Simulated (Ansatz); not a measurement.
# GaAs wire along [111], 26 atoms a period, H-terminated: bands by functional, part 2 of 2

Aim: is the GaAs wire along [111], 26 atoms a period, H-terminated a metal or a semiconductor?

Ansatz 0.2.0; DFT PBE, plane waves, PAW; relaxation of a wire's period; PAW set soft_1 (the session's first sound run).

So far. Step 2 (Relaxation of atoms and period): The cell's length comes to 9.877 Å with spin left out.

### Step 3. The perfect wire

This step: DFT PBE, plane waves, PAW; bands of a perfect wire; PAW set soft_1 (Ansatz 0.2.0).

At the relaxed period the bands are computed along the axis; those that cross an energy going forward count the channels that a perfect wire would open there.

input.yaml

```yaml
crystal:
  lattice:
    - [17.512, 0.0, 0.0]
    - [0.0, 16.793, 0.0]
    - [0.0, 0.0, 9.8774033687]
  atoms:
    - { symbol: Ga, position: [0.253261839, 0.51475036, 0.980274552] }
    - { symbol: Ga, position: [0.365003618, 0.716681665, 0.980235278] }
    - { symbol: Ga, position: [0.5, 0.500829144, 0.991699372] }
    - { symbol: Ga, position: [0.634996382, 0.716681665, 0.980235278] }
    - { symbol: As, position: [0.270193958, 0.49294865, 0.237397693] }
    - { symbol: As, position: [0.378356939, 0.2974569, 0.237219919] }
    - { symbol: As, position: [0.391764995, 0.712480902, 0.23728784] }
    - { symbol: As, position: [0.5, 0.500922875, 0.24759714] }
    - { symbol: As, position: [0.621643061, 0.2974569, 0.237219919] }
    - { symbol: As, position: [0.608235005, 0.712480902, 0.23728784] }
    - { symbol: As, position: [0.729806042, 0.49294865, 0.237397693] }
    - { symbol: H, position: [0.205595355, 0.443876466, 0.298110465] }
    - { symbol: H, position: [0.255389597, 0.567121265, 0.321476363] }
    - { symbol: H, position: [0.305310246, 0.263601308, 0.297876961] }
    - { symbol: H, position: [0.322758153, 0.688916809, 0.321477973] }
    - { symbol: H, position: [0.400322052, 0.795409182, 0.297714595] }
    - { symbol: H, position: [0.432555967, 0.246968136, 0.321253342] }
    - { symbol: H, position: [0.567444033, 0.246968136, 0.321253342] }
    - { symbol: H, position: [0.599677948, 0.795409182, 0.297714595] }
    - { symbol: H, position: [0.694689754, 0.263601308, 0.297876961] }
    - { symbol: H, position: [0.677241847, 0.688916809, 0.321477973] }
    - { symbol: H, position: [0.744610403, 0.567121265, 0.321476363] }
    - { symbol: H, position: [0.794404645, 0.443876466, 0.298110465] }
    - { symbol: Ga, position: [0.386157364, 0.432423724, 0.341165223] }
    - { symbol: Ga, position: [0.5, 0.638040123, 0.341130961] }
    - { symbol: Ga, position: [0.613842636, 0.432423724, 0.341165223] }
    - { symbol: As, position: [0.391653151, 0.435596655, 0.589998479] }
    - { symbol: As, position: [0.5, 0.631326659, 0.589992745] }
    - { symbol: As, position: [0.608346849, 0.435596655, 0.589998479] }
    - { symbol: H, position: [0.306643393, 0.617196003, 0.608106501] }
    - { symbol: H, position: [0.5, 0.267978261, 0.608092332] }
    - { symbol: H, position: [0.693356607, 0.617196003, 0.608106501] }
    - { symbol: H, position: [0.319241002, 0.392009764, 0.63227059] }
    - { symbol: H, position: [0.5, 0.718483354, 0.632436267] }
    - { symbol: H, position: [0.680758998, 0.392009764, 0.63227059] }
    - { symbol: Ga, position: [0.376752548, 0.575057949, 0.676387923] }
    - { symbol: Ga, position: [0.5, 0.352396835, 0.676305495] }
    - { symbol: Ga, position: [0.623247452, 0.575057949, 0.676387923] }
    - { symbol: As, position: [0.380855334, 0.572520708, 0.924952039] }
    - { symbol: As, position: [0.5, 0.357336248, 0.92489789] }
    - { symbol: As, position: [0.619144666, 0.572520708, 0.924952039] }
    - { symbol: H, position: [0.192966687, 0.582966224, 0.971057797] }
    - { symbol: H, position: [0.242034439, 0.427556353, 0.930042638] }
    - { symbol: H, position: [0.310266431, 0.304119934, 0.929464344] }
    - { symbol: H, position: [0.278161651, 0.736869653, 0.971193186] }
    - { symbol: H, position: [0.414880229, 0.182364969, 0.971556226] }
    - { symbol: H, position: [0.431747029, 0.770324144, 0.929612187] }
    - { symbol: H, position: [0.568252971, 0.770324144, 0.929612187] }
    - { symbol: H, position: [0.585119771, 0.182364969, 0.971556226] }
    - { symbol: H, position: [0.689733569, 0.304119934, 0.929464344] }
    - { symbol: H, position: [0.721838349, 0.736869653, 0.971193186] }
    - { symbol: H, position: [0.757965561, 0.427556353, 0.930042638] }
    - { symbol: H, position: [0.807033313, 0.582966224, 0.971057797] }
    - { symbol: Ga, position: [0.38827486, 0.270935101, 0.980261125] }
    - { symbol: Ga, position: [0.61172514, 0.270935101, 0.980261125] }
    - { symbol: Ga, position: [0.746738161, 0.51475036, 0.980274552] }
kpoints:
  mp_grid: { grid: [1, 1, 9] }
  band_path: { path: ["Γ", Z], npoints: 90 }
scf:
  occupations: { method: fermi_dirac, width: 0.05 }
hamiltonian:
  xc: pbe
  pseudopotentials: { kind: paw, azcp: { folder: soft_1 } }
output:
  dos: { e_range: [-5, 4] }
  write_potential: true
  write_density: true
  volumetric_format: npy
```

The run is started by

```console
$ ansatz run input.yaml --threads 4 --pin off --max-ram 16384MiB --backend cpu --events-out ev --progress --plain --runs-dir out
```

Numbers of over 12 decimals in the logs are rounded to 6 here.

Output:

```text
[...]
Crystal: 56 atoms, lattice volume = 2904.737 Å³
Basis set: ecut = 420 eV, 56787 PW (Γ)
Bands: 253, of which v1, the nominal top of the filled ones, is band 197 counted from 1 (196 counted from 0)
Symmetry: 2 space group operations
[...]
k-points: 5 of 9 (time reversal used)
[...]
SCF iter   1: F=—  HF=-112793.197119 eV  |F-HF|=—  |Δ(HF+E_count)|=         —  Δρ=3.27e-2  dr2=2.86e1  ethr=3.10e-3  ⟨swp⟩=6.0  Hψ=5243  notcnv=0  defer=133
[...]
SCF iter  11: F=-112784.348784 eV  HF=-112784.348784 eV  |F-HF|=1.36e-8  |Δ(HF+E_count)|=   2.15e-7  Δρ=6.38e-7  dr2=1.37e-8  ethr=2.54e-11  ⟨swp⟩=13.8  Hψ=6767  notcnv=0
SCF 1 converged in 11 iterations: F = -112784.348784 eV  dr2 = 1.37e-8
[...]
NSCF: frozen V_eff on 91 k-points
WARN: pass on a band path, mesh or list of k-points: the 91 k-points are solved 3 at a time at the most, because the 14.40 GiB of host memory that the pass is priced against does not hold them all with the solver's workspace as planned. The pass can take longer, above all where fewer k-points are solved at a time than the run has threads. As a rule a larger memory budget leaves room for more at once. The budget is what a run with no `--max-ram-frac` typed is planned for, 0.8 of the host's memory or its container's limit. More memory there lifts it, and so does a share over 0.88 that is typed (of such a share the budget is ten elevenths): [rest of the remark cut]
WARN: The output density's exchange-correlation potential varies sharply where the density is thin. Do not read a vacuum level from v_tot or v_xc, or from such a field of the output density. On a cell that repeats whose density bears no net charge and no dipole along the vacuum's axis use v_es (v_loc + v_h of the components); under efield.dipole_correction with no amplitude use v_es + v_field, which holds any externa [...]
SCF converged after 11 iterations
the last check of whether an eigenvalue changes by more than its tolerance under the output density was not made (no_room)
Free energy (F): -112784.348784 eV
[...]
Internal energy: -112784.348784 eV  (E = F + TS)
E sigma→0 (E₀):  -112784.348784 eV
Fermi energy:    -1.463006 eV
[...]
--- Band table (eV; the first three rows and the last of 5) ---
  k-point 0: bands = [... 193 lower, -3.1812, -3.1563, -3.1557, -2.7694, -0.1324, 0.0554, 0.4823, 0.4824, ... 52 higher]
  k-point 1: bands = [... 193 lower, -3.1737, -3.1562, -3.1556, -2.8244, -0.1031, 0.0733, 0.4164, 0.4176, ... 52 higher]
  k-point 2: bands = [... 193 lower, -3.1590, -3.1566, -3.1561, -2.9810, -0.0268, 0.1160, 0.2521, 0.2546, ... 52 higher]
  k-point 4: bands = [... 193 lower, -3.3234, -3.1683, -3.1671, -3.1362, 0.0064, 0.0093, 0.1183, 0.2337, ... 52 higher]
```

It took 27 min on 4 threads of Intel Xeon 6975P-C (Granite Rapids), shared host; peak memory 13 GiB; 1.8 h of CPU time.

In the SCF lines HF is the Harris–Foulkes energy and dr2 the Hartree energy of the density residual, in eV; the loop may stop once dr2 is under the threshold and the program's other checks hold. Hψ counts applications of the Hamiltonian.

Numbers from this step:

* band gap: 2.637 eV

The electronic bands at the labelled points (eV, zero at the Fermi level; v1 is the highest filled band, c1 the lowest empty one):

| point | v4 | v3 | v2 | v1 | c1 | c2 | c3 | c4 |
| --- | --- | --- | --- | --- | --- | --- | --- | --- |
| Γ | -1.72 | -1.69 | -1.69 | -1.31 | 1.33 | 1.52 | 1.95 | 1.95 |
| halfway | -1.70 | -1.69 | -1.69 | -1.57 | 1.46 | 1.59 | 1.67 | 1.68 |
| Z | -1.85 | -1.71 | -1.71 | -1.67 | 1.46 | 1.46 | 1.59 | 1.71 |

The gap is 2.64 eV, with spin left out.

The path shows a direct gap of 2.64 eV (valence top at Γ, conduction bottom at Γ).

### Step 4. Another level of theory, cutoff 500 eV, k-mesh 1×1×7

This step: DFT r2SCAN, plane waves, PAW; bands of a perfect wire at the PBE geometry; PAW set soft_1 (Ansatz 0.2.0).

The atoms stay at the PBE geometry and the functional changes. r2SCAN also reads the kinetic-energy density; it often gives larger moments and wider gaps than PBE, at a higher cost. Against the first PBE run of this kind, the cutoff is 500 eV against 420 and the mesh along the wire has 7 points against 9.

Edit input.yaml of step 3 so:

```diff
@@ -63,3 +63,3 @@
 kpoints:
-  mp_grid: { grid: [1, 1, 9] }
+  mp_grid: { grid: [1, 1, 7] }
   band_path: { path: ["Γ", Z], npoints: 90 }
@@ -68,8 +68,3 @@
 hamiltonian:
-  xc: pbe
+  xc: r2scan
   pseudopotentials: { kind: paw, azcp: { folder: soft_1 } }
-output:
-  dos: { e_range: [-5, 4] }
-  write_potential: true
-  write_density: true
-  volumetric_format: npy
```

Output:

```text
[...]
Crystal: 56 atoms, lattice volume = 2904.737 Å³
Basis set: ecut = 500 eV, 73747 PW (Γ), exchange–correlation on 512×500×300 points (64 copies of the dense FFT grid, shifted against one another)
Bands: 253, of which v1, the nominal top of the filled ones, is band 197 counted from 1 (196 counted from 0)
Symmetry: 2 space group operations
[...]
k-points: 4 of 7 (time reversal used)
[...]
SCF iter   1: F=—  HF=-112997.804347 eV  |F-HF|=—  |Δ(HF+E_count)|=         —  Δρ=3.22e-2  dr2=2.68e1  dr2_τ=2.30e-1  ethr=3.10e-3  ⟨swp⟩=6.2  Hψ=4013  notcnv=0  defer=91
[...]
SCF iter  10: F=-112992.205273 eV  HF=-112992.205273 eV  |F-HF|=1.39e-7  |Δ(HF+E_count)|=   1.36e-6  Δρ=1.70e-6  dr2=9.05e-8  dr2_τ=2.14e-9  ethr=2.54e-11  ⟨swp⟩=14.0  Hψ=6196  notcnv=0
SCF 1 converged in 10 iterations: F = -112992.205273 eV  dr2 = 9.05e-8
[...]
SCF converged after 10 iterations
Free energy (F): -112992.205273 eV
[...]
Internal energy: -112992.205273 eV  (E = F + TS)
E sigma→0 (E₀):  -112992.205273 eV
Fermi energy:    -1.488097 eV
[...]
--- Band table (eV) ---
  k-point 0: bands = [... 193 lower, -3.4237, -3.3924, -3.3918, -2.9880, 0.0373, 0.2293, 0.6177, 0.6182, ... 52 higher]
  k-point 1: bands = [... 193 lower, -3.4123, -3.3921, -3.3916, -3.0804, 0.0849, 0.2603, 0.5249, 0.5254, ... 52 higher]
  k-point 2: bands = [... 193 lower, -3.3955, -3.3942, -3.3912, -3.3362, 0.1962, 0.3130, 0.3147, 0.3287, ... 52 higher]
  k-point 3: bands = [... 193 lower, -3.5744, -3.4034, -3.4021, -3.3791, 0.1718, 0.1736, 0.2840, 0.4213, ... 52 higher]
```

It took 36 min on 4 threads; peak memory 12 GiB; 2.4 h of CPU time.

This step gave:

| Item | Value |
| --- | --- |
| band gap | 3.025 eV |

Electronic bands along the path, in eV, zero at the Fermi level; v1 is the highest filled band, c1 the lowest empty one:

| point | v4 | v3 | v2 | v1 | c1 | c2 | c3 | c4 |
| --- | --- | --- | --- | --- | --- | --- | --- | --- |
| Γ | -1.94 | -1.90 | -1.90 | -1.50 | 1.53 | 1.72 | 2.11 | 2.11 |
| halfway | -1.91 | -1.90 | -1.90 | -1.77 | 1.65 | 1.80 | 1.85 | 1.85 |
| Z | -2.08 | -1.92 | -1.92 | -1.89 | 1.64 | 1.64 | 1.78 | 1.95 |

The gap is 3.03 eV, against 2.64 eV under PBE at the relaxed period.

### Step 5. What came out

```yaml
cell_length_pbe: 9.877 Å
gap_pbe: 2.64 eV
gap_r2scan: 3.03 eV
```

**Reading.** Under PBE the cell's length is 9.88 Å, and a gap of 2.64 eV makes it a semiconductor. At the relaxed period the wire is gapped under every functional, from 2.64 eV (PBE) to 3.03 eV (r2SCAN). Weak screening in one dimension makes quasiparticle gaps larger than the semilocal gaps, as a rule. Plain hydrogen on a compound's surface is a simple closure: it may leave surface states, and facets that end in unlike atoms put a field across the wire, both of which shrink the gap.

[Logs are printed without paths, hosts, clocks, repeated set-up lines and the standing remarks that a program may print on its own settings, such as how far it seeks lower states.]

[Hosts, paths, dates, database ids (printed as entryN), source tags and the programs' standing remarks are cut or masked in the printed files.]
